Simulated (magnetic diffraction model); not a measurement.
**Which magnetic order? Tb₂Be₂W**

Space group P4/mbm (no. 127), a = 7.0510 Å, c = 3.5280 Å.

| site | atom | x | y | z |
| --- | --- | --- | --- | --- |
| 2a | W | 0 | 0 | 0 |
| 4h | Tb | 0.8242 | 0.6758 | 1/2 |
| 4g | Be | 0.6216 | 0.8784 | 0 |

This is a made-up structure (elements placed in a structure type, unrelaxed), so the numbers test the method and describe no known phase.

Only Tb is taken to order (form factors of Tb3+); orders and moment sizes are assumed, and not adapted to the symmetry. Radiation: neutrons of λ = 1.594 Å, 3° to 55°; isotropic B of 0.51 Å² (W), 0.49 Å² (Tb) and 1.07 Å² (Be). The intensities are simulated: I ∝ L Σ (|F_N|² + |F_M⊥|²) for unpolarised neutrons, with F_M = 2.695 fm/μB × Σ f(s) S exp(2πi Q·r) exp(−B s²) at Q = H ± k (one set where k and −k are equivalent), only the part normal to Q counting and L = 1/(sin²θ cos θ). For collinear order S is the moment m, which repeats by lattice and centring translations R with the sign exp(−2πi k·R). Form factors are spin-only for 3d ions and dipole or tabulated for f ions, scattering lengths are Sears's of 1992, and absorption is left out. A label names one of the reflections at its angle. The strongest nuclear line in the range is 100, and lines under 0.2 are left out.

Above the ordering temperature:

```
2θ (°)    index      I
 18.40  (1 1 0)    9.6
 26.11  (0 0 1)    1.9
 26.13  (2 0 0)    1.4
 37.28  (2 0 1)   25.8
 37.29  (2 2 0)    6.5
 39.63  (2 1 1)  100.0
 41.89  (3 1 0)   35.1
 48.10  (3 2 0)   13.9
 50.03  (3 1 1)    4.3
 53.72  (0 0 2)   19.2
 53.76  (4 0 0)    6.5
```

Below it (cell unchanged):

```tsv
2θ (°)	I
12.98	184.4
18.40	45.0
26.11	1.9
26.13	33.5
29.26	12.2
29.28	31.5
32.13	6.5
37.28	39.2
37.29	15.9
39.63	116.2
39.64	0.5
41.89	58.8
46.09	7.1
48.09	0.4
48.10	26.9
50.03	24.7
53.72	19.2
53.76	13.3
```

**Question.** Find the propagation vector, then choose among these models:
A. collinear moments along [001], 5.8 μB on Tb; signs + at (0.8242, 0.6758, 1/2), + at (0.1758, 0.3242, 1/2), − at (0.3242, 0.8242, 1/2), − at (0.6758, 0.1758, 1/2)
B. collinear moments along [100], 5.8 μB on Tb; signs + at (0.8242, 0.6758, 1/2), + at (0.1758, 0.3242, 1/2), − at (0.3242, 0.8242, 1/2), − at (0.6758, 0.1758, 1/2)
C. collinear moments along [100], 5.8 μB on Tb; signs + at (0.8242, 0.6758, 1/2), − at (0.1758, 0.3242, 1/2), + at (0.3242, 0.8242, 1/2), − at (0.6758, 0.1758, 1/2)
D. collinear moments along [001], 5.8 μB on Tb; signs + at (0.8242, 0.6758, 1/2), − at (0.1758, 0.3242, 1/2), + at (0.3242, 0.8242, 1/2), − at (0.6758, 0.1758, 1/2)

No line moves, and magnetic intensity falls on nuclear lines such as the one at 18.40°; new lines at (0 1 0), (0 1 1) and (2 1 0) have whole indices that obey the lattice centring, at places with no nuclear intensity to speak of, so the magnetic cell equals the chemical primitive cell: k = 0.

Magnetic intensity, observed (below minus above) and for each model:

| 2θ (°) | index | observed | A | B | C | D |
| --- | --- | --- | --- | --- | --- | --- |
| 12.98 | (0 1 0) | 184.4 | 93.4 | 46.7 | 184.4 | 184.4 |
| 18.40 | (1 1 0) | 35.5 | 140.0 | 70.0 | 17.7 | 35.5 |
| 26.13 | (2 0 0) | 32.2 | <0.2 | <0.2 | <0.2 | 32.2 |
| 29.26 | (0 1 1) | 12.2 | 6.2 | 27.7 | 60.8 | 12.2 |
| 29.28 | (2 1 0) | 31.5 | 10.9 | 5.5 | 12.2 | 31.5 |
| 32.13 | (1 1 1) | 6.5 | 25.7 | 64.2 | 16.3 | 6.5 |
| 39.64 | (0 3 0) | 0.5 | 34.1 | 17.1 | 0.5 | 0.5 |
| 48.09 | (0 3 1) | 0.4 | 27.6 | 26.0 | 0.6 | 0.4 |

Model D matches.

The structure used: k = (0 0 0), collinear moments along [001], 5.8 μB on Tb; signs + at (0.8242, 0.6758, 1/2), − at (0.1758, 0.3242, 1/2), + at (0.3242, 0.8242, 1/2), − at (0.6758, 0.1758, 1/2).

[Logs are printed without paths, hosts, clocks, repeated set-up lines and the standing remarks that a program may print on its own settings, such as how far it seeks lower states.]
